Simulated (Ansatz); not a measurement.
# GaW3N (W3GaN antiperovskite): lattice stability ahead of a resistivity run

The plan: relax GaW3N (W3GaN antiperovskite), check its phonons, and, if the lattice is stable, compute its Eliashberg function and ρ(T).

Main program and level: Ansatz 0.2.0; DFT PBE, scalar-relativistic, plane waves, PAW.

The structure was built from a prototype and need not be the compound's stable phase.

## (1) Starting point

It takes space group Pm-3m (No. 221, cubic). Conventional cell: a = 4.139 Å, b = 4.139 Å, c = 4.139 Å, α = 90.00°, β = 90.00°, γ = 90.00°. Nearest to Ga lie 12 W at 2.93 Å. Nearest to W lie 2 N at 2.07 Å. Nearest to N lie 6 W at 2.07 Å. Farther neighbours and most contacts between anions are not listed.

## (2) Relaxation

The structure is brought to rest under this functional.

input.yaml

```yaml
crystal:
  lattice:
    - [4.13949, 0.0, 0.0]
    - [0.0, 4.13949, 0.0]
    - [0.0, 0.0, 4.13949]
  atoms:
    - { symbol: Ga, position: [0.0, 0.0, 0.0] }
    - { symbol: W, position: [0.5, 0.5, 0.0] }
    - { symbol: W, position: [0.5, 0.0, 0.5] }
    - { symbol: W, position: [0.0, 0.5, 0.5] }
    - { symbol: "N", position: [0.5, 0.5, 0.5] }
kpoints:
  mp_grid: { grid: [6, 6, 6] }
hamiltonian:
  xc: pbe
scf:
  occupations: { method: gaussian, width: 0.1 }
output:
  forces: true
  stress: true
  eigenvalues: true
relax:
  adjacent_minimum: "off"
  f_tol: 0.005
  max_steps: 80
  cell: { stress_tol: 0.05 }
```

Launch:

```sh
> ansatz run input.yaml --threads 4 --pin off --max-ram 16384MiB --backend cpu --events-out ev --progress --plain --runs-dir out
```

Numbers of over 12 decimals in the logs are rounded to 6 here.

Output:

```text
Engine: ansatz 0.2.0, aarch64-unknown-linux-gnu
Pseudopotentials: kind: paw
Pseudopotential: Ga, paw, valence charge 13, recommended cutoff 420 eV (normal), Ga.paw.azcp
Pseudopotential: W, paw, valence charge 14, recommended cutoff 420 eV (normal), W.paw.azcp
Pseudopotential: N, paw, valence charge 5, recommended cutoff 420 eV (normal), N.paw.azcp
Functional definition: PBE
  parameter kappa = 0.804
  parameter beta = 0.066725
  exchange = pbe_x(kappa = kappa, mu = beta*pi^2/3)
  correlation = pbe_c(beta = beta)
Crystal: 5 atoms, lattice volume = 70.932 Å³
Basis set: ecut = 420 eV, 1357 PW (Γ), exchange–correlation on 60×60×60 points (8 copies of the dense FFT grid, shifted against one another)
Bands: 36, of which v1, the nominal top of the filled ones, is band 30 counted from 1 (29 counted from 0)
Symmetry: 48 space group operations
Space group: Pm-3m (ITA 221), of the structure as read, at distance tolerance 4.1e-5 Å
k-points: 20 of 216
Non-local potential: Ga, projectors of the file, l = 0: 2, l = 1: 2, l = 2: 3, l = 3: 1
Non-local potential: W, projectors of the file, l = 0: 3, l = 1: 2, l = 2: 2, l = 3: 1
Non-local potential: N, projectors of the file, l = 0: 2, l = 1: 2, l = 2: 1
PAW form: soft (Blöchl's): semilocal exchange-correlation on the pseudo side does not see the compensation charge
PAW one-centre angular grid: Ga, 590 points (default); XC on 64 Gauss nodes
PAW one-centre angular grid: W, 590 points (default); XC on 64 Gauss nodes
PAW one-centre angular grid: N, 110 points (default); XC on 64 Gauss nodes
Initial density: superposition of atomic densities (neutral atoms: chi_scale 0, normalization atom), corrected by the library's trained network
Initial wavefunctions: pseudopotential atomic-orbital guess
Functional: x = pbe(κ = 0.804, μ = 0.219515), c = pbe(β = 0.066725)
SCF iter   1: F=—  HF=-35320.879190 eV  |F-HF|=—  |Δ(HF+E_count)|=         —  Δρ=1.17e-2  dr2=1.30e-1  ethr=1.77e-3  ⟨swp⟩=5.2  Hψ=2880  notcnv=0
preconditioner: auto → Resta (q_TF=auto, 2.653 Å⁻¹)  ε∞=8.2  [insulator: Δε(μ)=0.194 eV  Ē_g=9.831 eV  σ=0.100 eV  W_gap=0.74  n_scr=26 (ndim 8)  ℏωp=26.5 eV  f_vac=0.000  D(μ)=2.04/eV (n_scr^D=18)  ε∞_Penn≈8.2]
SCF iter   2: F=—  HF=-35320.846447 eV  |F-HF|=—  |Δ(HF+E_count)|=   3.27e-2  Δρ=5.95e-3  dr2=3.24e-2  ethr=2.16e-4  ⟨swp⟩=1.1  Hψ=882  notcnv=0
SCF iter   3: F=—  HF=-35320.835416 eV  |F-HF|=—  |Δ(HF+E_count)|=   1.10e-2  Δρ=1.47e-3  dr2=1.62e-3  ethr=5.40e-5  ⟨swp⟩=2.0  Hψ=1029  notcnv=0
SCF iter   4: F=—  HF=-35320.834485 eV  |F-HF|=—  |Δ(HF+E_count)|=   9.31e-4  Δρ=6.54e-4  dr2=1.81e-4  ethr=2.70e-6  ⟨swp⟩=2.0  Hψ=1027  notcnv=0
SCF iter   5: F=—  HF=-35320.834394 eV  |F-HF|=—  |Δ(HF+E_count)|=   9.12e-5  Δρ=2.06e-4  dr2=1.89e-5  ethr=3.02e-7  ⟨swp⟩=2.3  Hψ=1048  notcnv=0
SCF iter   6: F=—  HF=-35320.834552 eV  |F-HF|=—  |Δ(HF+E_count)|=   1.58e-4  Δρ=3.30e-5  dr2=5.42e-7  ethr=3.16e-8  ⟨swp⟩=2.9  Hψ=1264  notcnv=0
SCF iter   7: F=-35320.834552 eV  HF=-35320.834552 eV  |F-HF|=1.47e-9  |Δ(HF+E_count)|=   2.91e-8  Δρ=5.08e-6  dr2=1.52e-8  ethr=1.67e-10  ⟨swp⟩=9.6  Hψ=2894  notcnv=0
SCF 1 converged in 7 iterations: F = -35320.834552 eV  dr2 = 1.52e-8
  greatest PAW one-centre occupation: 1.000 electrons in one spin orbital (limit 2), on the W atom at site 3 (counted from 0), in its partial waves of l = 0
relax step   1: F+E_penalty+E_count = -35320.83455206 eV  Δ(F+E_penalty+E_count) = +0.000e0 eV  max|allowed force component| = 3.610e-29 eV/Å  Δτ_max = 0.0000 Å  P = -4.117 GPa  Ω = 70.932 Å³  (7 SCF iters, dr2 threshold 1.00e-7 eV, accepted)
Crystal: 5 atoms, lattice volume = 68.916 Å³
Initial density: handed on by an earlier stage of this run
Initial wavefunctions: those handed on with the density
iter 1 solved again at ethr=1.71e-5 eV; its pass at ethr=3.10e-3 eV (dr2=1.02e-2 eV) is discarded
SCF iter   1: F=—  HF=-35320.843526 eV  |F-HF|=—  |Δ(HF+E_count)|=         —  Δρ=3.73e-3  dr2=1.02e-2  ethr=1.71e-5  ⟨swp⟩=1.9  Hψ=3278  notcnv=0
preconditioner: auto → Resta (q_TF=auto, 2.666 Å⁻¹)  ε∞=8.4  [insulator: Δε(μ)=0.183 eV  Ē_g=9.867 eV  σ=0.100 eV  W_gap=0.71  n_scr=26 (ndim 8)  ℏωp=26.8 eV  f_vac=0.000  D(μ)=2.04/eV (n_scr^D=18)  ε∞_Penn≈8.4]
SCF iter   2: F=—  HF=-35320.841433 eV  |F-HF|=—  |Δ(HF+E_count)|=   2.09e-3  Δρ=1.21e-3  dr2=1.28e-3  ethr=1.71e-5  ⟨swp⟩=2.0  Hψ=981  notcnv=0
SCF iter   3: F=—  HF=-35320.841167 eV  |F-HF|=—  |Δ(HF+E_count)|=   2.66e-4  Δρ=2.80e-4  dr2=4.08e-5  ethr=2.13e-6  ⟨swp⟩=2.0  Hψ=1051  notcnv=0
SCF iter   4: F=—  HF=-35320.841318 eV  |F-HF|=—  |Δ(HF+E_count)|=   1.51e-4  Δρ=4.06e-5  dr2=8.18e-7  ethr=6.81e-8  ⟨swp⟩=2.5  Hψ=1236  notcnv=0
iter 5 did not close the SCF: its close was put off for the readings that it lacked (scf_convergence_deferred on its scf_iter line)
SCF iter   5: F=-35320.841317 eV  HF=-35320.841317 eV  |F-HF|=2.18e-7  |Δ(HF+E_count)|=   5.48e-7  Δρ=2.16e-5  dr2=1.55e-7  ethr=1.36e-9  ⟨swp⟩=2.0  Hψ=1068  notcnv=0
SCF iter   6: F=-35320.841317 eV  HF=-35320.841317 eV  |F-HF|=1.01e-8  |Δ(HF+E_count)|=   6.19e-8  Δρ=6.59e-6  dr2=1.45e-8  ethr=2.59e-10  ⟨swp⟩=2.8  Hψ=2517  notcnv=0
SCF 2 converged in 6 iterations: F = -35320.841317 eV  dr2 = 1.45e-8
relax step   2: F+E_penalty+E_count = -35320.84131691 eV  Δ(F+E_penalty+E_count) = -6.765e-3 eV  max|allowed force component| = 1.260e-29 eV/Å  Δτ_max = 0.0000 Å  P = +3.633 GPa  Ω = 68.916 Å³  energy of the carried Pulay correction = +2.442e-3 eV  (6 SCF iters, dr2 threshold 5.00e-7 eV, accepted)
Crystal: 5 atoms, lattice volume = 69.846 Å³
iter 1 solved again at ethr=3.94e-6 eV; its pass at ethr=3.10e-3 eV (dr2=2.36e-3 eV) is discarded
SCF iter   1: F=—  HF=-35320.850723 eV  |F-HF|=—  |Δ(HF+E_count)|=         —  Δρ=1.80e-3  dr2=2.44e-3  ethr=3.94e-6  ⟨swp⟩=1.2  Hψ=3311  notcnv=0
preconditioner: auto → Resta (q_TF=auto, 2.660 Å⁻¹)  ε∞=8.4  [insulator: Δε(μ)=0.168 eV  Ē_g=9.767 eV  σ=0.100 eV  W_gap=0.69  n_scr=26 (ndim 8)  ℏωp=26.7 eV  f_vac=0.000  D(μ)=2.14/eV (n_scr^D=18)  ε∞_Penn≈8.4]
SCF iter   2: F=—  HF=-35320.850228 eV  |F-HF|=—  |Δ(HF+E_count)|=   4.94e-4  Δρ=5.74e-4  dr2=2.98e-4  ethr=3.94e-6  ⟨swp⟩=2.0  Hψ=986  notcnv=0
SCF iter   3: F=—  HF=-35320.850323 eV  |F-HF|=—  |Δ(HF+E_count)|=   9.43e-5  Δρ=1.34e-4  dr2=9.61e-6  ethr=4.96e-7  ⟨swp⟩=2.0  Hψ=1034  notcnv=0
iter 4 did not close the SCF: its close was put off for the readings that it lacked (scf_convergence_deferred on its scf_iter line)
SCF iter   4: F=-35320.850320 eV  HF=-35320.850321 eV  |F-HF|=1.42e-7  |Δ(HF+E_count)|=   2.01e-6  Δρ=1.46e-5  dr2=1.12e-7  ethr=1.60e-8  ⟨swp⟩=2.0  Hψ=956  notcnv=0
iter 5 did not close the SCF: its close was put off for the readings that it lacked (scf_convergence_deferred on its scf_iter line)
SCF iter   5: F=-35320.850321 eV  HF=-35320.850321 eV  |F-HF|=1.08e-7  |Δ(HF+E_count)|=   1.36e-8  Δρ=1.04e-5  dr2=3.67e-8  ethr=1.87e-10  ⟨swp⟩=2.2  Hψ=1180  notcnv=0
SCF iter   6: F=-35320.850321 eV  HF=-35320.850321 eV  |F-HF|=7.28e-11  |Δ(HF+E_count)|=   3.84e-8  Δρ=2.14e-6  dr2=1.39e-9  ethr=6.11e-11  ⟨swp⟩=1.9  Hψ=2059  notcnv=0
SCF 3 converged in 6 iterations: F = -35320.850321 eV  dr2 = 1.39e-9
relax step   3: F+E_penalty+E_count = -35320.85032060 eV  Δ(F+E_penalty+E_count) = -9.004e-3 eV  max|allowed force component| = 1.172e-28 eV/Å  Δτ_max = 0.0000 Å  P = -0.096 GPa  Ω = 69.846 Å³  energy of the carried Pulay correction = +1.306e-3 eV  (6 SCF iters, dr2 threshold 5.00e-7 eV, accepted)
[...]
relax step   4: F+E_penalty+E_count = -35320.85035763 eV  Δ(F+E_penalty+E_count) = -3.703e-5 eV  max|allowed force component| = 5.606e-29 eV/Å  Δτ_max = 0.0000 Å  P = -0.002 GPa  Ω = 69.822 Å³  energy of the carried Pulay correction = +1.335e-3 eV  (6 SCF iters, dr2 threshold 2.32e-8 eV, accepted)
Initial wavefunctions: pseudopotential atomic-orbital guess (no wavefunctions were taken with the density)
iter 1 solved again at ethr=2.77e-8 eV; its pass at ethr=3.10e-3 eV (dr2=1.66e-5 eV) is discarded
SCF iter   1: F=—  HF=-35320.848804 eV  |F-HF|=—  |Δ(HF+E_count)|=         —  Δρ=6.74e-5  dr2=5.94e-7  ethr=2.77e-8  ⟨swp⟩=3.3  Hψ=4864  notcnv=0
SCF iter   2: F=—  HF=-35320.848962 eV  |F-HF|=—  |Δ(HF+E_count)|=   1.58e-4  Δρ=3.46e-5  dr2=1.68e-7  ethr=9.89e-10  ⟨swp⟩=2.5  Hψ=1313  notcnv=0
SCF iter   3: F=—  HF=-35320.848962 eV  |F-HF|=—  |Δ(HF+E_count)|=   9.72e-8  Δρ=1.14e-5  dr2=1.66e-8  ethr=2.80e-10  ⟨swp⟩=2.0  Hψ=890  notcnv=0
SCF iter   4: F=—  HF=-35320.848962 eV  |F-HF|=—  |Δ(HF+E_count)|=   8.46e-9  Δρ=2.35e-6  dr2=2.62e-9  ethr=2.77e-11  ⟨swp⟩=2.0  Hψ=1057  notcnv=0
SCF iter   5: F=—  HF=-35320.848962 eV  |F-HF|=—  |Δ(HF+E_count)|=   1.72e-9  Δρ=6.18e-7  dr2=1.38e-10  ethr=4.37e-12  ⟨swp⟩=2.0  Hψ=1040  notcnv=0
SCF iter   6: F=-35320.848962 eV  HF=-35320.848962 eV  |F-HF|=7.28e-12  |Δ(HF+E_count)|=  1.67e-10  Δρ=1.65e-7  dr2=8.95e-12  ethr=1.00e-12  ⟨swp⟩=5.0  Hψ=2570  notcnv=0
SCF 5 converged in 6 iterations: F = -35320.848962 eV  dr2 = 8.95e-12
relax step   5: F+E_penalty+E_count = -35320.84896208 eV  Δ(F+E_penalty+E_count) = +1.396e-3 eV  max|allowed force component| = 5.512e-29 eV/Å  Δτ_max = 0.0000 Å  P = -0.024 GPa  Ω = 69.822 Å³  stress off target by 2.44e-2 GPa  SCF on the basis re-selected at this cell (its energy is not comparable with the rows above)  (6 SCF iters)
basis re-selected at this cell: Δ(F+E_penalty+E_count) = +1.396e-3 eV, ΔP = -0.022 GPa vs the last step (what re-selecting the basis moved, of the pressure what is left beyond the Pulay correction that the steps carried, after the strain that the cell walked since its last selection, with what the two solves' SCF thresholds leave and, on support functions, any second-order correction that the steps lacked; it is no m [...]
SCF converged after 6 iterations
Free energy (F): -35320.848962 eV
Harris-Foulkes:  -35320.848962 eV  (|F-HF|=7.28e-12)
Internal energy: -35320.838324 eV  (E = F + TS)
E sigma→0 (E₀):  -35320.843643 eV
Entropy (-TS):   -0.010638 eV (-2.128 meV/atom)
Fermi energy:    19.323937 eV
--- Per-component energies (eV) ---
  E_band       = -260.109343
  E_kinetic    = 1604.449673
  E_local      = -3763.904806  (includes V_loc(G=0)·N_el)
  E_nonlocal   = 474.175071
  E_hartree    = 1543.148235
  E_xc         = -930.060948
  E_vxc        = -851.245206  (∫ρ·V_xc dr)
  E_paw        = -27806.469400  (= ΣΔE_a)
  E_vpaw       = -809.880189  (= ΣTr[D̂ρ^β])
  E_aug_tail   = -0.000302  (compensation charges beyond the density's cutoff)
  E_ewald      = -6442.175846
  E_smearing   = -0.010638  (= −TS)
  E_closure    = -0.000000  (closes the sum)
  Σ components = -35320.848962   (vs F -35320.848962, Δ=0.00e0)
--- Forces (eV/Å), atoms counted from 1 ---
  atom   1  Ga     0.00000000    -0.00000000    -0.00000000
  atom   2  W     -0.00000000     0.00000000    -0.00000000
  atom   3  W     -0.00000000    -0.00000000     0.00000000
  atom   4  W     -0.00000000     0.00000000     0.00000000
  atom   5  N     -0.00000000    -0.00000000     0.00000000
  max |Σ_I F_I| component: 8.20e-29 eV/Å
--- Stress (GPa, compression-positive) ---
       -0.024420       0.000000       0.000000
        0.000000      -0.024420      -0.000000
        0.000000      -0.000000      -0.024420
  P = ⅓ Tr σ = -0.0244 GPa (-0.244 kbar)
--- Band table (eV; the first three rows and the last of 20) ---
  k-point 0: bands = [... 26 lower, 15.4106, 19.9175, 19.9175, 19.9175, 20.1478, 20.1478, 20.1478, 20.9811, ... 2 higher]
  k-point 1: bands = [... 26 lower, 15.7432, 18.9587, 19.1743, 19.1743, 19.6666, 20.9934, 21.3211, 21.3211, ... 2 higher]
  k-point 2: bands = [... 26 lower, 16.6398, 18.4034, 19.1648, 19.2278, 19.2278, 20.8606, 21.4619, 21.4939, ... 2 higher]
  k-point 19: bands = [... 26 lower, 17.2739, 17.2739, 17.9273, 17.9273, 17.9273, 20.8581, 20.8581, 22.7190, ... 2 higher]
--- Relaxed structure (4 steps of the walk, 4 accepted, 1 SCFs on fresh bases) ---
  F+E_penalty+E_count = -35320.84896208 eV   max|allowed force component| = 5.512e-29 eV/Å   (the final SCF, on the basis selected at the relaxed cell)
  cell:  # Å, volume = 69.8220 Å³
    - [4.117789, 0, 0]
    - [0, 4.117789, 0]
    - [0, 0, 4.117789]
  atoms:
    - { symbol: Ga, position: [0, 0, 0] }
    - { symbol: W, position: [0.500000, 0.500000, 0] }
    - { symbol: W, position: [0.500000, 0, 0.500000] }
    - { symbol: W, position: [0, 0.500000, 0.500000] }
    - { symbol: N, position: [0.500000, 0.500000, 0.500000] }
```

It took 5.4 s on 4 threads of Arm Neoverse V1, shared host; peak memory 0.42 GiB; 18 s of CPU time.

Step by step:

```csv
step,energy less that of the first step (eV),largest force component (eV/Å),pressure (GPa),volume (Å³)
1,0.0000,0.0000,-4.12,70.93
2,-0.0068,0.0000,3.63,68.92
3,-0.0158,0.0000,-0.10,69.85
4,-0.0158,0.0000,0.00,69.82
5*,-0.0144,0.0000,-0.02,69.82
```

Relaxation steps marked * repeat the geometry before them on a plane-wave basis chosen anew for their cell, so energy and pressure can jump there.

The run keeps the 48 symmetry operations that it works with, so distortions that break them were not tested.

```csv
"conventional cell, symmetrised",before,after,change
a (Å),4.139,4.118,-0.5 %
b (Å),4.139,4.118,-0.5 %
c (Å),4.139,4.118,-0.5 %
volume (Å³/atom),14.19,13.96,-1.6 %
```

The relaxed structure:

```xyz
5
Lattice="4.1178 0.0000 0.0000 0.0000 4.1178 0.0000 0.0000 0.0000 4.1178" Properties=species:S:1:pos:R:3 pbc="T T T"
Ga    0.0000    0.0000    0.0000
W     2.0589    2.0589    0.0000
W     2.0589    0.0000    2.0589
W     0.0000    2.0589    2.0589
N     2.0589    2.0589    2.0589
```

Numbers from this step:

```
pressure          : -0.02442 GPa
volume per atom   : 13.96 Å³
metallic on mesh  : yes
gap on the k-mesh : 0 eV
```

The largest force is now zero by symmetry and the largest stress component 0.024 GPa, small enough for phonons.

(Part 1 of 2 ends here.)

[Logs are printed without paths, hosts, clocks, repeated set-up lines and the standing remarks that a program may print on its own settings, such as how far it seeks lower states.]

[Hosts, paths, dates, database ids (printed as entryN), source tags and the programs' standing remarks are cut or masked in the printed files.]
